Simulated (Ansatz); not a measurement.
# BaTiO3 (R3m): the gap up the ladder of methods, part 2 of 2

What gap does each level of theory give for BaTiO3 (R3m), and in what time?

Ansatz 0.2.0; density functionals, hybrids and G0W0, plane waves, PAW. Known limits of the many-body steps: finite bands, screening cutoff and k mesh; no spin-orbit coupling in G0W0.

So far. Step 5 (HSE06 on the 4×4×4 mesh): Over mesh and listed points the gap is 3.885 eV, from k = (0.500, 0.500, 0.500) to k = Γ. The least direct gap found is 4.215 eV, at k = (0.050, -0.050, 0.000). HSE06 against LDA: 3.885 − 2.350 = +1.535 eV. The runs also differ in mesh (6×6×6 and 4×4×4), so how much of this comes from the functional alone is not known. Step 6 (PBE0 on the 4×4×4 mesh): Over mesh and listed points the gap is 4.639 eV, from k = (0.500, 0.500, 0.500) to k = Γ.

In doubt: masses and optical values from hybrid runs of this build are listed as unsure (step 8), which bears on the screening that GW takes from such a start.

### Step 7. G0W0@r2SCAN, 4×4×4 mesh, 508 empty bands, screening to 230 eV

G0W0 replaces the xc potential by a self-energy built once from the orbitals of the start. Levels are corrected in the window of bands that the input names, at points of the mesh.

This step: G0W0 on r2SCAN, plane waves, PAW.

File input.yaml:

```yaml
crystal:
  lattice:
    - [2.8273666084, 1.6323808724, 2.3183934932]
    - [-2.8273666084, 1.6323808724, 2.3183934932]
    - [0.0, -3.2647617449, 2.3183934932]
  atoms:
    - { symbol: Ba, position: [0.0, 0.0, 0.0] }
    - { symbol: Ti, position: [0.4845, 0.4845, 0.4845] }
    - { symbol: O, position: [0.5086, 0.5086, 0.0175] }
    - { symbol: O, position: [0.0175, 0.5086, 0.5086] }
    - { symbol: O, position: [0.5086, 0.0175, 0.5086] }
kpoints:
  mp_grid: { grid: [4, 4, 4] }
hamiltonian:
  xc: r2scan
scf:
  occupations: { method: fixed }
gw:
  n_empty_bands: 508
  ecut_chi: 230.0
  qp_bands: [v2, c2]
  qp_kpoints: band_edges
  screening: { model: contour_deformation }
```

On the command line:

```console
$ ansatz run input.yaml --threads 3 --pin off --max-ram 92160MiB --backend cuda --events-out ev --progress --plain --runs-dir out --devices 1 --max-vram 13GiB  # rebuilt from the run's record
```

Numbers of over 12 decimals in the logs are rounded to 6 here.

The log of the run:

```text
GPUs: using 1 of 1 available (devices: 1).
[...]
GPU FFT provider: cuFFT
GPU libraries: cuBLAS 13.8.2, cuFFT 12.4.0, cuSOLVER 12.3.4
Crystal: 5 atoms, lattice volume = 64.201 Å³
Basis set: ecut = 500 eV, 1647 PW (Γ), exchange–correlation on 120×120×120 points (64 copies of the dense FFT grid, shifted against one another)
Bands: 25, of which v1, the nominal top of the filled ones, is band 20 counted from 1 (19 counted from 0)
[...]
1    22     13.3851   -13.8425    -6.5886   -21.4142  0.7310    14.3861    14.3682  root
[...]
12    19      9.9033   -25.8945     4.3126   -21.2240  0.7325     9.5432     9.5454  root
    12    20      9.9174   -25.9199     4.3227   -21.2390  0.7326     9.5570     9.5592  root
    12    21     14.6501   -14.5100    -7.6004   -23.1315  0.6951    15.7005    15.6712  root
    12    22     14.8061   -14.5936    -7.6762   -23.2968  0.6924    15.8636    15.8331  root
[key lines of the parts left out:]
SCF converged after 7 iterations
Free energy (F): -10183.827721 eV
Fermi energy:    9.917450 eV
```

Wall time 45 s (1 × NVIDIA H100 80GB HBM3 (shared by 6 runs) with 3 threads of AMD EPYC 7R13 (Zen 3), shared host); peak memory 1.9 GiB.

Numbers from this step:

```
bands summed                                    : 528
RPA ε∞ on this mesh (eigenvalues)               : 4.731, 5.123, 5.123
plane waves in the screening matrix             : 485
G0W0 gap over the corrected points              : 4.087 eV
k of the valence top                            : -0.5, -0.5, -0.5
k of the conduction bottom                      : 0, 0, 0
starting gap on the mesh                        : 2.797 eV
Z at the valence top                            : 0.7326
Z at the conduction bottom                      : 0.7472
least direct G0W0 gap over the corrected points : 4.470 eV
```

Over 11 of 13 irreducible mesh points the G0W0 gap is 4.087 eV, from k = (-0.500, -0.500, -0.500) to k = Γ. The r2SCAN gap of this run on the mesh is 2.797 eV. The two states that bound the G0W0 gap lie that far apart at the start, so the correction of the gap is 4.087 − 2.797 = +1.290 eV.

### Step 8. G0W0@HSE06, 4×4×4 mesh, 508 empty bands, screening to 230 eV

This step: G0W0 on HSE06, plane waves, PAW.

input.yaml: that of step 7 with these lines changed.

```diff
@@ -14,3 +14,3 @@
 hamiltonian:
-  xc: r2scan
+  xc: hse06
 scf:
```

The log of the run:

```text
GPUs: using 1 of 1 available (devices: 1).
[...]
GPU FFT provider: cuFFT
GPU libraries: cuBLAS 13.8.2, cuFFT 12.4.0, cuSOLVER 12.3.4
Crystal: 5 atoms, lattice volume = 64.201 Å³
Basis set: ecut = 420 eV, 1237 PW (Γ)
Bands: 25, of which v1, the nominal top of the filled ones, is band 20 counted from 1 (19 counted from 0)
Symmetry: 6 space group operations
[...]
k-points: 13 of 64 (time reversal used)
[...]
1    21     13.1847   -12.4942    -6.0065   -19.0123  0.7770    13.6992    13.6963  root
     1    22     13.8429   -13.2757    -6.2058   -20.0033  0.7650    14.3681    14.3647  root
[...]
12    19      9.1921   -25.8974     4.0104   -21.8757  0.7628     9.1809     9.1809  root
    12    20      9.2057   -25.9219     4.0198   -21.8912  0.7628     9.1948     9.1948  root
    12    21     15.3050   -14.0906    -7.0837   -21.6501  0.7327    15.7848    15.7809  root
    12    22     15.4744   -14.2070    -7.1608   -21.8458  0.7299    15.9564    15.9523  root
[key lines of the parts left out:]
Free energy (F): -10163.503441 eV
Fermi energy:    9.205702 eV
```

Wall time 54 s (1 × NVIDIA H100 80GB HBM3 (shared by 6 runs) with 3 threads); peak memory 2 GiB.

This step gave:

```
bands summed                                    : 528
RPA ε∞ on this mesh (eigenvalues)               : 4.085, 4.373, 4.373
plane waves in the screening matrix             : 485
G0W0 gap over the corrected points              : 4.406 eV
k of the valence top                            : -0.5, -0.5, -0.5
k of the conduction bottom                      : 0, 0, 0
starting gap on the mesh                        : 3.885 eV
Z at the valence top                            : 0.7628
Z at the conduction bottom                      : 0.7796
least direct G0W0 gap over the corrected points : 4.809 eV
```

Over 7 of 13 irreducible mesh points the G0W0 gap is 4.406 eV, from k = (-0.500, -0.500, -0.500) to k = Γ. The HSE06 gap of this run on the mesh is 3.885 eV. The two states that bound the G0W0 gap lie that far apart at the start, so the correction of the gap is 4.406 − 3.885 = +0.521 eV. G0W0@HSE06 against G0W0@r2SCAN with 528 bands: 4.406 − 4.087 = +0.319 eV. The runs also differ in plane-wave cutoff (500 eV and 420 eV), so how much of this comes from the start alone is not known.

### Step 9. G0W0@LDA, 4×4×4 mesh, 508 empty bands, screening to 230 eV

This step: G0W0 on LDA, plane waves, PAW.

input.yaml: that of step 8 with these lines changed.

```diff
@@ -14,3 +14,3 @@
 hamiltonian:
-  xc: hse06
+  xc: lda
 scf:
```

The log of the run:

```text
GPUs: using 1 of 1 available (devices: 1).
[...]
GPU FFT provider: cuFFT
GPU libraries: cuBLAS 13.8.2, cuFFT 12.4.0, cuSOLVER 12.3.4
Crystal: 5 atoms, lattice volume = 64.201 Å³
Basis set: ecut = 420 eV, 1237 PW (Γ)
Bands: 25, of which v1, the nominal top of the filled ones, is band 20 counted from 1 (19 counted from 0)
Symmetry: 6 space group operations
[...]
k-points: 13 of 64 (time reversal used)
[...]
1    22     12.9147   -13.9860    -6.6650   -21.9509  0.7220    14.2510    14.2146  root
[...]
12    19      9.8357   -25.7388     4.3593   -20.8838  0.7185     9.3354     9.3400  root
    12    20      9.8508   -25.7633     4.3697   -20.8964  0.7186     9.3489     9.3536  root
    12    21     14.2038   -14.6110    -7.8162   -23.7272  0.6833    15.5621    15.5039  root
    12    22     14.3527   -14.7085    -7.9096   -23.9231  0.6799    15.7181    15.6577  root
[key lines of the parts left out:]
SCF converged after 8 iterations
Free energy (F): -9904.446893 eV
Fermi energy:    9.850818 eV
```

Run time: 36 s. Hardware: 1 × NVIDIA H100 80GB HBM3 (shared by 6 runs) with 3 threads; peak memory 1.7 GiB.

Numbers from this step:

```
bands summed                                    : 528
RPA ε∞ on this mesh (eigenvalues)               : 5.379, 5.847, 5.847
plane waves in the screening matrix             : 485
G0W0 gap over the corrected points              : 4.145 eV
k of the valence top                            : -0.5, -0.5, -0.5
k of the conduction bottom                      : 0, 0, 0
starting gap on the mesh                        : 2.350 eV
Z at the valence top                            : 0.7186
Z at the conduction bottom                      : 0.7398
least direct G0W0 gap over the corrected points : 4.471 eV
```

Over 9 of 13 irreducible mesh points the G0W0 gap is 4.145 eV, from k = (-0.500, -0.500, -0.500) to k = Γ. The LDA gap of this run on the mesh is 2.350 eV. The two states that bound the G0W0 gap lie that far apart at the start, so the correction of the gap is 4.145 − 2.350 = +1.795 eV. G0W0@LDA against G0W0@HSE06 with 528 bands: 4.145 − 4.406 = −0.261 eV, with the same mesh, files and cutoffs, and both edges at the same k points.

### Step 10. The ladder

Each gap is the least one over the points named; times are wall times on shared hosts, not benchmarks. A G0W0 time includes the run's own self-consistent start. Runs with listed points see these and the mesh alone, so an edge that moves elsewhere is missed. Rows marked * are further runs, not shown as steps, whose inputs differ from the G0W0 step on the same start in the columns given; solver thresholds can differ too. Symmetry makes (0.500, 0.500, 0.500) and (-0.500, -0.500, -0.500) one point.

```csv
level,mesh,"files, cutoff","bands summed, screening",points,gap (eV),valence top,conduction bottom,least direct gap (eV),time
LDA,6×6×6,"soft_2 PAW, 420 eV",-,mesh and listed points,2.350,"(0.500, 0.500, 0.500)",Γ,2.686,9.1 s
r2SCAN,6×6×6,"soft_2 PAW, 500 eV",-,mesh and path,2.799,"(0.500, 0.500, 0.500)",Γ,3.138,9.2 s
r2SCAN+SOC,6×6×6,"soft_2 PAW, 500 eV",-,mesh and listed points,2.788,"(0.503, 0.497, 0.500)",Γ,3.086,7.4 s
HSE06,4×4×4,"soft_2 PAW, 420 eV",-,mesh and listed points,3.885,"(0.500, 0.500, 0.500)",Γ,4.215,18 s
PBE0,4×4×4,"soft_2 PAW, 420 eV",-,mesh and listed points,4.639,"(0.500, 0.500, 0.500)",Γ,4.952,20 s
G0W0@r2SCAN*,4×4×4,"soft_2 PAW, 500 eV","103, 69 eV",11 of 13 irreducible mesh points,4.112,"(-0.500, -0.500, -0.500)",Γ,4.455,14 s
G0W0@r2SCAN*,4×4×4,"soft_2 PAW, 500 eV","256, 138 eV",11 of 13 irreducible mesh points,4.031,"(-0.500, -0.500, -0.500)",Γ,4.405,14 s
G0W0@r2SCAN,4×4×4,"soft_2 PAW, 500 eV","528, 230 eV",11 of 13 irreducible mesh points,4.087,"(-0.500, -0.500, -0.500)",Γ,4.470,45 s
G0W0@HSE06,4×4×4,"soft_2 PAW, 420 eV","528, 230 eV",7 of 13 irreducible mesh points,4.406,"(-0.500, -0.500, -0.500)",Γ,4.809,54 s
G0W0@LDA,4×4×4,"soft_2 PAW, 420 eV","528, 230 eV",9 of 13 irreducible mesh points,4.145,"(-0.500, -0.500, -0.500)",Γ,4.471,36 s
```

### Step 11. Results

- LDA, over mesh and listed points: 2.350 eV
- r2SCAN, over mesh and path: 2.799 eV
- r2SCAN+SOC, over mesh and listed points: 2.788 eV
- HSE06, over mesh and listed points: 3.885 eV
- PBE0, over mesh and listed points: 4.639 eV
- G0W0@r2SCAN (528 bands, 4×4×4), over 11 of 13 irreducible mesh points: 4.087 eV
- G0W0@HSE06, over 7 of 13 irreducible mesh points: 4.406 eV
- G0W0@LDA, over 9 of 13 irreducible mesh points: 4.145 eV
- known limits: finite bands, screening cutoff and k mesh; no spin-orbit coupling in G0W0

What this shows: The rows run from 2.350 eV (LDA) to 4.639 eV (PBE0). They differ in mesh, plane-wave cutoff, bands and screening cutoff of G0W0 and the points over which the gap was sought as well as in level, so only pairs that share these are like for like. PBE0 against HSE06: 4.639 − 3.885 = +0.754 eV, with the same mesh, files and cutoff, and both edges at the same k points. G0W0@LDA against G0W0@HSE06 with 528 bands: 4.145 − 4.406 = −0.261 eV, with the same mesh, files and cutoffs, and both edges at the same k points. G0W0@r2SCAN (528 bands, 4×4×4) moves the gap of its own start on the mesh by 4.087 − 2.797 = +1.290 eV, between the same two levels. Both edges that r2SCAN shows over mesh and path lie at k points where levels were corrected. Levels at other points were not corrected, so a lower G0W0 gap elsewhere in the zone is not ruled out. G0W0@HSE06 moves the gap of its own start on the mesh by 4.406 − 3.885 = +0.521 eV, between the same two levels. Both edges that HSE06 shows over mesh and listed points lie at k points where levels were corrected. Levels at other points were not corrected, so a lower G0W0 gap elsewhere in the zone is not ruled out. G0W0@LDA moves the gap of its own start on the mesh by 4.145 − 2.350 = +1.795 eV, between the same two levels. Both edges that LDA shows over mesh and listed points lie at k points where levels were corrected. Levels at other points were not corrected, so a lower G0W0 gap elsewhere in the zone is not ruled out. What spin-orbit coupling does to the G0W0 levels was not computed, so no sum with the G0W0 gap is formed. For G0W0@r2SCAN: from 103 bands and 69 eV to 528 bands and 230 eV the gap moves by 4.087 − 4.112 = −0.025 eV (rung by rung 4.112, 4.031, 4.087 eV); bands and screening cutoff rise together, so their parts are not told apart. The gap turns back along the series (4.112, 4.031, 4.087 eV), so no line is drawn and the limit is not known. The other G0W0 rows are shown at one basis each (528 bands), so their distance from the limit is not known here. The G0W0 runs are scalar-relativistic. No pair of G0W0 runs that differ in the mesh alone is shown (4×4×4 is a supercell whose nearest images lie 16 Å apart), so the error from the mesh is not known here. G0W0@r2SCAN runs of this series with other atomic data on the same mesh, not shown as steps, give 4.103 eV (hard PAW, 1050 eV, 773 bands, screening to 299 eV); where bands and cutoffs differ too, the part of the files is not isolated.

[Paths, hosts, dates, memory and timing lines, banners, echoed tables and standing remarks are left out of the program output.]

[Logs are printed without paths, hosts, clocks, repeated set-up lines and the standing remarks that a program may print on its own settings, such as how far it seeks lower states.]

[Runs of the session that timed out or met a known fault of the program may be left out.]

[Cells called generated may have been cut or substituted from an entry of the Crystallography Open Database or the Materials Project.]

[Hosts, paths, dates, database ids (printed as entryN), source tags and the programs' standing remarks are cut or masked in the printed files.]

[Where an RPA ε∞ is given, it is that of the G0W0 mesh and is not shown converged in it. Names of k-points follow the symmetry that the program found, which can be lower than the space group named. Band edges on a path are those of the sampled points; other points can move an edge, and change direct to indirect where valleys lie close.]

[Hybrid gaps are those of their k-mesh and are not shown converged in it.]
